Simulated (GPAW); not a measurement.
# How WC (Qusongite) absorbs and reflects light

Aim: the dielectric function of WC (Qusongite), and the optical constants that follow from it.

Program: GPAW 26.7.0. Level of theory: DFT, PBE, plane-wave PAW (GPAW data sets), scalar-relativistic, RPA, optical limit. Results are calculated unless marked as measured.

## (1) The structure

It takes space group P-6m2 (No. 187, hexagonal). The conventional cell has a = 2.907 Å, b = 2.907 Å, c = 2.837 Å, α = 90.00°, β = 90.00°, γ = 120.00°. W has 6 C at 2.20 Å nearest. C has 6 W at 2.20 Å nearest. Farther neighbours are not listed.

## (2) Ground state

The self-consistent density comes first; it also tells whether there is a gap, which decides the occupations and the need for a Drude term.

This step: DFT, PBE, plane-wave PAW (GPAW data sets), scalar-relativistic, ground state (GPAW 26.7.0).

gs.py reads:

```python
from ase import Atoms
from ase.dft.bandgap import bandgap
from gpaw import GPAW, PW, FermiDirac

atoms = Atoms(['W', 'C'],
              cell=[[2.906500000000, 0.000000000000, 0.000000000000],
                    [-1.453250000000, 2.517102836100, 0.000000000000],
                    [0.000000000000, 0.000000000000, 2.836600000000]],
              scaled_positions=[[0.000000000000, 0.000000000000, 0.000000000000],
                                [0.666666666667, 0.333333333333, 0.500000000000]],
              pbc=[True, True, True])
atoms.calc = GPAW(mode=PW(500), xc='PBE', kpts={'size': (9, 9, 8), 'gamma': True},
                  occupations=FermiDirac(0.05), maxiter=150, txt='gs.txt')
print('energy (eV)', atoms.get_potential_energy())
print('Fermi level (eV)', atoms.calc.get_fermi_level())
print('valence electrons', atoms.calc.get_number_of_electrons())
print('gap (eV)', bandgap(atoms.calc, output=None)[0])
print('direct gap (eV)', bandgap(atoms.calc, direct=True, output=None)[0])
atoms.calc.write('gs.gpw')
```

Launch:

```
> OMP_NUM_THREADS=1 python gs.py
```

Numbers of over 12 decimals in the logs are rounded to 6 here.

The log of the run:

```text
__  _  _
 | _ |_)|_||  |
 |__||  | ||/\| - 26.7.0

Versions:
  Python: 3.12.14
  ASE:    3.29.0
  Numpy:  2.5.5
  Scipy:  1.18.1
  Libxc:  7.0.0

Input parameters:
  mode=PW(ecut=500.0),
  kpts=MonkhorstPack(size=(9, 9, 8), gamma=True),
  maxiter=150,
  occupations=Occupations(name='fermi-dirac', width=0.05, fixmagmom=False),
  xc=XC(name='PBE')

Diagonalizing LCAO Hamiltonian
Converting LCAO to pw mode

           C

       W

Atoms  # Å, Bohr magnetons
|   | symbol |        x |        y |        z |    initial magnetic moments |
| 0 |      W | 0.000000 | 0.000000 | 0.000000 | ( 0.0000,  0.0000,  0.0000) |
| 1 |      C | 1.453250 | 0.839034 | 1.418300 | ( 0.0000,  0.0000,  0.0000) |

Unit cell  # Å
| periodic |         x |        y |        z |  lengths |     angles |
|      yes |  2.906500 | 0.000000 | 0.000000 | 2.906500 |  90.000000 |
|      yes | -1.453250 | 2.517103 | 0.000000 | 2.906500 |  90.000000 |
|      yes |  0.000000 | 0.000000 | 2.836600 | 2.836600 | 120.000000 |

Number of symmetries: 12
Symmetry operations  # r_c * U_cc + t_c -> r_c
|    | kind |            matrix            |
|  0 |  σ   |  1, 1, 0,  0,-1, 0,  0, 0, 1 |
|  1 |  C2  |  1, 1, 0,  0,-1, 0,  0, 0,-1 |
|  2 |  E   |  1, 0, 0,  0, 1, 0,  0, 0, 1 |
|  3 |  σ   |  1, 0, 0,  0, 1, 0,  0, 0,-1 |
|  4 |  C3  |  0, 1, 0, -1,-1, 0,  0, 0, 1 |
|  5 |  S3  |  0, 1, 0, -1,-1, 0,  0, 0,-1 |
|  6 |  σ   |  0,-1, 0, -1, 0, 0,  0, 0, 1 |
|  7 |  C2  |  0,-1, 0, -1, 0, 0,  0, 0,-1 |
|  8 |  σ   | -1, 0, 0,  1, 1, 0,  0, 0, 1 |
|  9 |  C2  | -1, 0, 0,  1, 1, 0,  0, 0,-1 |
| 10 |  C3  | -1,-1, 0,  1, 0, 0,  0, 0, 1 |
| 11 |  S3  | -1,-1, 0,  1, 0, 0,  0, 0,-1 |

BZ-sampling:
  Number of BZ points: 648
  Number of IBZ points: 60

  Monkhorst-Pack size: [9, 9, 8]
  Monkhorst-Pack shift: [0.0, 0.0, 0.0625]

K-points  # in reciprocal-cell coordinates
|     |                                coordinates |     weight |
|   0 | (  0.00000000,   0.00000000,   0.00000000) | 0.00154321 |
|   1 | (  0.00000000,   0.00000000,   0.12500000) | 0.00308642 |
|   2 | (  0.00000000,   0.00000000,   0.25000000) | 0.00308642 |
|   3 | (  0.00000000,   0.00000000,   0.37500000) | 0.00308642 |
|   4 | (  0.00000000,   0.00000000,   0.50000000) | 0.00154321 |
|   5 | (  0.11111111,   0.00000000,   0.00000000) | 0.00925926 |
|   6 | (  0.11111111,   0.00000000,   0.12500000) | 0.01851852 |
|   7 | (  0.11111111,   0.00000000,   0.25000000) | 0.01851852 |
|   8 | (  0.11111111,   0.00000000,   0.37500000) | 0.01851852 |
|   9 | (  0.11111111,   0.00000000,   0.50000000) | 0.00925926 |
| ... |                                            |            |
|  59 | (  0.44444444,   0.44444444,   0.50000000) | 0.00925926 |

Plane wave coefficients: 539
Cutoff: 500.0 eV

Spin-components: 1 (collinear spins)
Bands:           15
Projectors:      11
Spin-degeneracy: 2
Datatype:        complex128

Parallelization:
  kpt:    1
  domain: 1
  band:   1

Density:
  Valence electrons: 18.0
  Components: 1
  Grid points: [15 15 15]
  Charge: 0.0  # |e|

Potential:
  Grid points: [15 15 15]

species:
  W:
    name:    Tungsten
    id:
    Z:       74.0
    valence: 14
    core:    60
    charge:  0.0  # [|e|]
    compensation charges:
      type: gauss
      rc: 0.40  # [Å]
      lmax: 2
    cutoffs:
      filter: 2.36  # [Å]
      core: 3.02  # [Å]
    projectors
    | kind |    occ | energy [eV] | rcut [Å] |
    |   5s |  2.000 |     -78.830 |    1.344 |
    |   6s |  2.000 |      -5.697 |    1.344 |
    |   5p |  6.000 |     -43.233 |    1.355 |
    |   6p |  0.000 |      -1.367 |    1.355 |
    |   5d |  4.000 |      -4.494 |    1.228 |
    |    d |        |      22.717 |    1.228 |

    Using partial waves for W as LCAO basis

  C:
    name:    Carbon
    id:
    Z:       6.0
    valence: 4
    core:    2
    charge:  0.0  # [|e|]
    compensation charges:
      type: gauss
      rc: 0.20  # [Å]
      lmax: 2
    cutoffs:
      filter: 1.14  # [Å]
      core: 1.14  # [Å]
    projectors
    | kind |    occ | energy [eV] | rcut [Å] |
    |   2s |  2.000 |     -13.751 |    0.635 |
    |   2p |  2.000 |      -5.284 |    0.635 |
    |    s |        |      13.461 |    0.635 |
    |    p |        |      21.927 |    0.635 |
    |    d |        |       0.000 |    0.635 |

    Using partial waves for C as LCAO basis

Reference energy: -439799.299771  # eV

eigensolver:
  PPCG
  Converge bands: occupied
  niter=2

density mixing:
  MSR1-Mixer
  Pratt-step length: 0.05
  Maximum mixing coefficient: 0.75
  Old densities: 10
  SVD Regularization: 0.005
  Good broyden scale: 1.0
  Trust region scale: 1.0
  Backstep threshold: 4.0
  History deletion threshold: 6.0
  Fourier metric: weight=20.0, sigma=0.015

occupation numbers:
  Fermi-Dirac:
    width: 0.0500  # eV

poisson solver:
  ecut: 4000.0  # eV

xc functional:
  name: PBE with 2 nearest neighbor stencil

convergence criteria:
- Maximum [total energy] change in last 3 cyles: 0.0005 eV / valence electron
- Maximum integral of absolute [dens]ity change: 0.0001 electrons / valence electron
- Maximum integral of absolute [eigenst]ate change: 4e-08 eV^2 / valence electron
maximum number of iterations: 150

SCF iterations
|iter     |      energy | eigst |  dens |
|iter:   1||  -22.638691 | -0.07 |       |
|iter:   2||  -22.159321 | -2.16 | -0.93 |
|iter:   3||  -21.084964 | -1.22 | -0.99 |
|iter:   4||  -21.091980 | -3.24 | -1.70 |
|iter:   5||  -21.099491 | -3.45 | -1.93 |
|iter:   6||  -21.099436c| -5.25 | -3.05 |
|iter:   7||  -21.099437c| -6.60 | -3.63 |
|iter:   8||  -21.099436c| -7.94c| -4.29c|

Converged in 8 steps
SCF loop duration: 5.261 s (0.658 s/step)
Energy contributions relative to reference atoms: (reference = -439799.299771)

Energy contributions:
  Kinetic:          17.246752
  Coulomb:         -18.899108
  Zero:              0.049148
  External:          0.000000
  Xc:              -19.494478
  Entropy:          -0.003499
  Spinorbit:         0.000000
  ----------------------------
  Free energy:     -21.101186
  Extrapolated:    -21.099436

dipole moment: (-4.689535, -9.808499, -10.578499)  # |e|*Ang

Fermi level: 14.137
Eigenvalues  # (at kpt = [0.000, 0.000, 0.000])
| band index |      eig [eV] | occ [0-2] |
|          0 |       -59.645 |     2.000 |
|          1 |       -23.896 |     2.000 |
|          2 |       -23.782 |     2.000 |
|          3 |       -23.782 |     2.000 |
|          4 |        -0.280 |     2.000 |
|          5 |         9.846 |     2.000 |
|          6 |        10.819 |     2.000 |
|          7 |        10.819 |     2.000 |
|          8 |        14.220 |     0.319 |
|          9 |        17.376 |     0.000 |
|         10 |        17.376 |     0.000 |
|         11 |        19.762 |     0.000 |
|         12 |        19.762 |     0.000 |
|         13 |        20.554 |     0.000 |
|         14 |        28.533 |     0.000 |

No gap
No difference between direct/indirect transitions

--- standard output ---
energy (eV) -21.099436
Fermi level (eV) 14.137174
valence electrons 18.0
gap (eV) 0.0
direct gap (eV) 0.0
```

Elapsed: 6.9 s, on 1 thread of Arm Neoverse V2, shared host; peak memory 0.13 GiB.

Read-outs, printed or worked out from the files:

| Property | Result |
| --- | --- |
| energy | -21.10 eV |
| Fermi energy | 14.14 eV |
| electrons | 18 |

There are states at the Fermi level within the smearing, so the occupations stay smeared and the carriers get a Drude term.

## (3) Bands for the response

At the fixed density, many empty bands are solved on the mesh of the response, since the spectrum sums over them.

This step: DFT, PBE, plane-wave PAW (GPAW data sets), scalar-relativistic, bands at fixed density (GPAW 26.7.0).

nscf.py reads:

```python
from ase.dft.bandgap import bandgap
from gpaw import GPAW, FermiDirac

calc = GPAW('gs.gpw').fixed_density(kpts={'size': (14, 14, 12), 'gamma': True}, nbands=28, convergence={'bands': 22},
                                    occupations=FermiDirac(0.05), txt='nscf.txt')
print('gap (eV)', bandgap(calc, output=None)[0])
print('direct gap (eV)', bandgap(calc, direct=True, output=None)[0])
print('top band over the Fermi level (eV)', min(calc.get_eigenvalues(kpt=k)[21] for k in range(len(calc.get_ibz_k_points()))) - calc.get_fermi_level())
calc.write('full.gpw', mode='all')
```

Launch:

```
> OMP_NUM_THREADS=1 python nscf.py
```

The log of the run:

```text
Diagonalizing LCAO Hamiltonian
Converting LCAO to pw mode
convergence criteria:
- Maximum integral of absolute [eigenst]ate change: 4e-08 eV^2 / valence electron
maximum number of iterations: 150

SCF iterations
|iter     |      energy | eigst |  dens |
|iter:   1||             | +2.59 |       |
|iter:   2||             | +0.38 |       |
|iter:   3||             | -1.76 |       |
|iter:   4||             | -3.45 |       |
|iter:   5||             | -5.38 |       |
|iter:   6||             | -6.97 |       |
|iter:   7||             | -7.91c|       |
SCF steps: 7
  __  _  _
 | _ |_)|_||  |
 |__||  | ||/\| - 26.7.0

Versions:
  Python: 3.12.14
  ASE:    3.29.0
  Numpy:  2.5.5
  Scipy:  1.18.1
  Libxc:  7.0.0

Input parameters:
  mode=PW(ecut=500.0),
  convergence={'bands': 22},
  gpts=array([15, 15, 15]),
  kpts=MonkhorstPack(size=(14, 14, 12), gamma=True),
  maxiter=150,
  nbands=28,
  occupations=Occupations(name='fermi-dirac', width=0.05, fixmagmom=False),
  parallel={},
  xc=XC(name='PBE')

--- standard output ---
gap (eV) 0.0
direct gap (eV) 0.0
top band over the Fermi level (eV) 29.118233
```

It took 24 s on 1 thread; peak memory 0.19 GiB.

## (4) Dielectric function, RPA

Local fields let the induced charge screen the field inside the cell, which as a rule lowers ε, most along directions where the density is uneven.

This step: DFT, PBE, plane-wave PAW (GPAW data sets), scalar-relativistic, RPA, optical limit (GPAW 26.7.0).

df.py reads:

```python
from gpaw.response.df import DielectricFunction

df = DielectricFunction('full.gpw', frequencies={'type': 'nonlinear', 'domega0': 0.03, 'omega2': 8},
                        ecut=60,
                        eta=0.15,
                        nbands=22,
                        rate=0.1,
                        txt='df.txt')
for direction in ['x', 'z']:
    df.get_dielectric_function(xc='RPA', direction=direction, filename=f'df_{direction}.csv')
```

Launch:

```
> OMP_NUM_THREADS=1 python df.py
```

The log of the run:

```text
Using integrator: PointIntegrator
NonLinearFrequencyDescriptor(from 0.000 to 107.836 eV, 547 points)
Nonperiodic BCs:  [False False False]
Using integrator: PointIntegrator
NonLinearFrequencyDescriptor(from 0.000 to 107.836 eV, 547 points)
Nonperiodic BCs:  [False False False]
Using integrator: PointIntegrator

Calculating chi0 body with:
    Ground state adapter containing:
    Number of spins: 1
    Number of kpoints: 2352
    Number of irreducible kpoints: 168
    Number of completely occupied states: 8
    Number of partially occupied states: 10

    Linear response parametrization:
    q_c: [0.0, 0.0, 0.0]
    Number of frequency points: 547
    Planewave cutoff: 60.0
    Number of bands: 22
    Number of planewaves: 21
    Broadening (eta): 0.15

Integrating chi0 body.

Symmetries of q_c:
    Direct symmetries (Uq -> q): 12
    Indirect symmetries (TUq -> q): 12
In total 24 allowed symmetries.

168 groups of equivalent kpoints. 92.857143% reduction.

Integral kind: spectral function

Calculating chi0 optical extensions with:
    Ground state adapter containing:
    Number of spins: 1
    Number of kpoints: 2352
    Number of irreducible kpoints: 168
    Number of completely occupied states: 8
    Number of partially occupied states: 10

    Linear response parametrization:
    Number of frequency points: 547
    Planewave cutoff: 60.0
    Number of bands: 22
    Number of planewaves: 21
    Broadening (eta): 0.15
Integrating chi0 head and wings.

Symmetries of q_c:
    Direct symmetries (Uq -> q): 12
    Indirect symmetries (TUq -> q): 12
In total 24 allowed symmetries.

168 groups of equivalent kpoints. 92.857143% reduction.

Integral kind: spectral function wings

Calculating drude chi0 with:
    Number of frequency points:547
    Plasma frequency decay rate: 0.1 eV

    Ground state adapter containing:
    Number of spins: 1
    Number of kpoints: 2352
    Number of irreducible kpoints: 168
    Number of completely occupied states: 8
    Number of partially occupied states: 10

Symmetries of q_c:
    Direct symmetries (Uq -> q): 12
    Indirect symmetries (TUq -> q): 12
In total 24 allowed symmetries.

168 groups of equivalent kpoints. 92.857143% reduction.

Integral kind: intraband
Plasma frequency:
[[3.18+0.j 0.  -0.j 0.  +0.j]
 [0.  -0.j 3.18+0.j 0.  +0.j]
 [0.  +0.j 0.  +0.j 1.97+0.j]]
```

Wall time 5.9 s (1 thread); peak memory 0.23 GiB.

The Im ε has structure finer than the step of the table below, so its rows give means over 0.5 eV, whole bins alone (the curve runs from 0.305 to 21.9 eV). Peaks (eV: height): E ∥ x 3.98: 16.4, 7.15: 12.5; E ∥ z 2.10: 15.5, 2.98: 21.8, 3.68: 20.1, 5.17: 15.7, 5.82: 15.3, 7.32: 16.9.

Sum at mesh points, not converged in k. Table of Im ε by photon energy; means over each step:

| photon energy (eV) | E ∥ x | E ∥ z |
| --- | --- | --- |
| 1.0 | 8.62 | 4.81 |
| 1.5 | 6.42 | 6.06 |
| 2.0 | 10.3 | 13.4 |
| 2.5 | 11.0 | 14.5 |
| 3.0 | 14.5 | 21.0 |
| 3.5 | 15.7 | 18.6 |
| 4.0 | 15.8 | 15.4 |
| 4.5 | 15.8 | 12.7 |
| 5.0 | 12.6 | 14.1 |
| 5.5 | 10.8 | 13.4 |
| 6.0 | 9.20 | 12.9 |
| 6.5 | 10.4 | 10.9 |
| 7.0 | 11.9 | 13.2 |
| 7.5 | 11.4 | 15.5 |
| 8.0 | 11.4 | 10.5 |
| 8.5 | 10.1 | 6.56 |
| 9.0 | 7.74 | 4.94 |
| 9.5 | 6.48 | 4.60 |
| 10.0 | 5.83 | 3.78 |
| 10.5 | 5.31 | 3.71 |
| 11.0 | 4.76 | 3.72 |
| 11.5 | 4.48 | 4.80 |
| 12.0 | 3.46 | 4.63 |
| 12.5 | 2.34 | 4.85 |
| 13.0 | 1.85 | 4.62 |
| 13.5 | 1.68 | 3.26 |
| 14.0 | 1.92 | 3.30 |
| 14.5 | 1.93 | 3.21 |
| 15.0 | 2.06 | 3.00 |
| 15.5 | 2.40 | 2.26 |
| 16.0 | 2.44 | 1.70 |
| 16.5 | 2.03 | 1.29 |
| 17.0 | 1.78 | 1.21 |
| 17.5 | 1.90 | 1.37 |
| 18.0 | 1.67 | 1.40 |
| 18.5 | 1.27 | 1.19 |
| 19.0 | 0.932 | 0.998 |
| 19.5 | 0.874 | 0.954 |
| 20.0 | 1.03 | 0.923 |
| 20.5 | 0.914 | 1.10 |
| 21.0 | 0.837 | 1.05 |
| 21.5 | 0.755 | 1.02 |

Values under 1 per cm are given as 1; sum at mesh points, not converged in k. Table of absorption coefficient by photon energy:

| photon energy (eV) | E ∥ x (1/cm) | E ∥ z (1/cm) |
| --- | --- | --- |
| 1.01 | 1.2e5 | 71649 |
| 1.99 | 2.7e5 | 2.8e5 |
| 3.02 | 5.3e5 | 7.6e5 |
| 3.98 | 9.1e5 | 1.1e6 |
| 4.98 | 1.1e6 | 1.0e6 |
| 6.02 | 1.1e6 | 1.6e6 |
| 6.99 | 1.5e6 | 1.5e6 |
| 8.03 | 2.0e6 | 2.5e6 |
| 9.02 | 2.3e6 | 2.0e6 |
| 10.03 | 2.2e6 | 1.8e6 |
| 11.03 | 2.3e6 | 1.6e6 |
| 12.02 | 2.5e6 | 2.1e6 |
| 13.00 | 2.1e6 | 2.7e6 |
| 14.04 | 1.8e6 | 2.4e6 |
| 14.96 | 1.6e6 | 2.7e6 |
| 16.03 | 2.2e6 | 2.5e6 |
| 16.96 | 2.0e6 | 2.1e6 |
| 18.05 | 2.3e6 | 2.2e6 |
| 18.97 | 2.1e6 | 2.0e6 |
| 20.06 | 1.9e6 | 1.8e6 |
| 20.95 | 1.9e6 | 2.0e6 |

The loss function −Im 1/ε at q → 0 has structure finer than the step of the table below, so its rows give means over 1 eV, whole bins alone (the curve runs from 0.305 to 21.9 eV). Peaks (eV: height): E ∥ x 14.9: 0.523, 19.7: 0.820; E ∥ z 10.9: 0.266, 20.2: 0.839.

Sum at mesh points, not converged in k. Table of loss function −Im 1/ε at q → 0 by energy loss; means over each step:

| energy loss (eV) | E ∥ x | E ∥ z |
| --- | --- | --- |
| 1 | 0.0547 | 0.0156 |
| 2 | 0.0272 | 0.0196 |
| 3 | 0.0358 | 0.0337 |
| 4 | 0.0509 | 0.0599 |
| 5 | 0.0754 | 0.0634 |
| 6 | 0.0961 | 0.0789 |
| 7 | 0.0812 | 0.0729 |
| 8 | 0.0870 | 0.0717 |
| 9 | 0.107 | 0.131 |
| 10 | 0.137 | 0.202 |
| 11 | 0.155 | 0.250 |
| 12 | 0.150 | 0.200 |
| 13 | 0.243 | 0.181 |
| 14 | 0.407 | 0.236 |
| 15 | 0.439 | 0.216 |
| 16 | 0.360 | 0.233 |
| 17 | 0.419 | 0.401 |
| 18 | 0.388 | 0.451 |
| 19 | 0.526 | 0.543 |
| 20 | 0.749 | 0.757 |
| 21 | 0.845 | 0.710 |

Sum at mesh points, not converged in k. Table of Im ε, E ∥ x by photon energy; read off at these points:

| photon energy (eV) | without local fields | with local fields |
| --- | --- | --- |
| 0.50 | 17.5 | 17.5 |
| 1.00 | 7.83 | 7.78 |
| 1.50 | 5.68 | 5.62 |
| 2.00 | 11.4 | 11.3 |
| 2.50 | 11.4 | 11.2 |
| 3.00 | 14.4 | 14.2 |
| 3.22 | 16.5 | 16.4 |
| 3.50 | 15.6 | 15.7 |
| 4.00 | 16.3 | 16.4 |
| 4.50 | 15.8 | 16.2 |
| 5.00 | 11.5 | 11.9 |
| 5.50 | 10.3 | 10.6 |
| 6.00 | 8.97 | 8.97 |
| 6.50 | 10.6 | 10.5 |
| 7.00 | 12.2 | 11.9 |
| 7.15 | 12.7 | 12.5 |
| 7.50 | 11.5 | 11.2 |
| 8.00 | 11.8 | 11.2 |
| 8.50 | 10.3 | 9.95 |
| 9.00 | 7.96 | 7.75 |
| 9.50 | 6.69 | 6.54 |
| 10.00 | 5.85 | 5.81 |
| 10.50 | 5.32 | 5.39 |
| 11.00 | 4.78 | 4.78 |
| 11.50 | 4.37 | 4.49 |
| 12.00 | 3.27 | 3.41 |
| 12.50 | 2.19 | 2.31 |
| 13.00 | 1.85 | 1.86 |
| 13.50 | 1.66 | 1.62 |
| 14.00 | 2.10 | 1.91 |
| 14.50 | 2.18 | 1.96 |
| 15.00 | 2.26 | 2.03 |
| 15.50 | 2.58 | 2.36 |
| 16.00 | 2.66 | 2.51 |
| 16.50 | 2.10 | 2.06 |
| 17.00 | 1.81 | 1.76 |
| 17.50 | 1.95 | 1.90 |
| 18.00 | 1.62 | 1.63 |
| 18.50 | 1.25 | 1.25 |
| 19.00 | 0.927 | 0.902 |
| 19.50 | 0.914 | 0.844 |
| 20.00 | 1.21 | 1.07 |
| 20.50 | 0.938 | 0.891 |
| 21.00 | 0.833 | 0.834 |
| 21.50 | 0.734 | 0.756 |

The reflectivity at normal incidence has structure finer than the step of the table below, so its rows give means over 1 eV, whole bins alone (the curve runs from 0.305 to 21.9 eV). Peaks (eV: height): E ∥ x 4.6: 46.8, 8.5: 52.1, 12.1: 58.2, 16.6: 39.6, 18.9: 49.1, 20.4: 37.3; E ∥ z 2.0: 47.0, 3.0: 50.2, 3.9: 50.1, 5.9: 48.1, 8.3: 59.8, 13.2: 48.5, 16.1: 56.5.

Sum at mesh points, not converged in k. Reflectivity at normal incidence against photon energy; means over each step:

| photon energy (eV) | E ∥ x (%) | E ∥ z (%) |
| --- | --- | --- |
| 1 | 38.9 | 38.7 |
| 2 | 40.2 | 45.7 |
| 3 | 43.5 | 48.4 |
| 4 | 44.7 | 45.0 |
| 5 | 43.8 | 43.3 |
| 6 | 37.0 | 43.4 |
| 7 | 41.8 | 44.5 |
| 8 | 46.4 | 58.3 |
| 9 | 50.1 | 52.3 |
| 10 | 47.3 | 42.5 |
| 11 | 47.4 | 31.2 |
| 12 | 54.6 | 35.5 |
| 13 | 52.2 | 43.6 |
| 14 | 35.4 | 41.4 |
| 15 | 28.7 | 46.8 |
| 16 | 33.5 | 54.5 |
| 17 | 35.5 | 46.5 |
| 18 | 40.9 | 40.8 |
| 19 | 45.2 | 42.6 |
| 20 | 34.5 | 34.5 |
| 21 | 35.4 | 33.3 |

Optical constants at common wavelengths, from n + ik = √ε:

| wavelength (nm) | n x | k x | R (%) x | 1/α x | n z | k z | R (%) z | 1/α z |
| --- | --- | --- | --- | --- | --- | --- | --- | --- |
| 1064 | 3.52 | 1.018 | 34.4 | 83 nm | 4.29 | 0.418 | 39.1 | 203 nm |
| 800 | 3.87 | 0.707 | 36.1 | 90 nm | 5.03 | 0.599 | 45.2 | 106 nm |
| 405 | 4.15 | 1.743 | 43.8 | 18 nm | 4.30 | 2.508 | 50.0 | 13 nm |
| 365 | 3.87 | 2.049 | 44.5 | 14 nm | 3.81 | 2.203 | 45.6 | 13 nm |
| 308 | 3.58 | 2.296 | 45.4 | 11 nm | 2.81 | 2.609 | 47.3 | 9.4 nm |
| 248 | 2.66 | 2.243 | 42.3 | 8.8 nm | 3.27 | 2.095 | 42.2 | 9.4 nm |
| 193 | 2.77 | 1.733 | 35.6 | 8.9 nm | 2.58 | 2.153 | 40.9 | 7.1 nm |

A polished face would reflect 43 % of daylight and look light grey (CIE x = 0.311, y = 0.320 under D65).

## (5) Outcome

At this level (PBE, RPA) WC is a metal. The mesh is too coarse to trust the carriers' weight, the reflectivity or the colour to better than tens of per cent. A polished face would reflect 43 % of daylight and look light grey (CIE x = 0.311, y = 0.320 under D65). The carriers' damping of 0.1 eV is typed, not computed; it shapes the response at the lowest energies. Spin-orbit coupling is left out although heavy atoms are present. In this version of GPAW the matrix elements of the optical limit are incomplete, which can lower ε − 1 by up to a tenth where first-row anions or d states rule, and shift it by more in d metals. GPAW's carrier term has the form −ωp²/(ω + i·rate)², which damps like twice the rate and fails at low energy, so the curves leave the lowest energies out. The sum runs over mesh points 0.18 Å⁻¹ apart with no interpolation, so peaks are partly noise of the mesh, and the Drude plasma energy, a sum over the Fermi surface, isn't converged.

[Machine, clock and banner lines and Python warnings are left out of the logs.]

[Logs are printed without paths, hosts, clocks, repeated set-up lines and the standing remarks that a program may print on its own settings, such as how far it seeks lower states.]

[Hosts, paths, dates, database ids (printed as entryN), source tags and the programs' standing remarks are cut or masked in the printed files.]
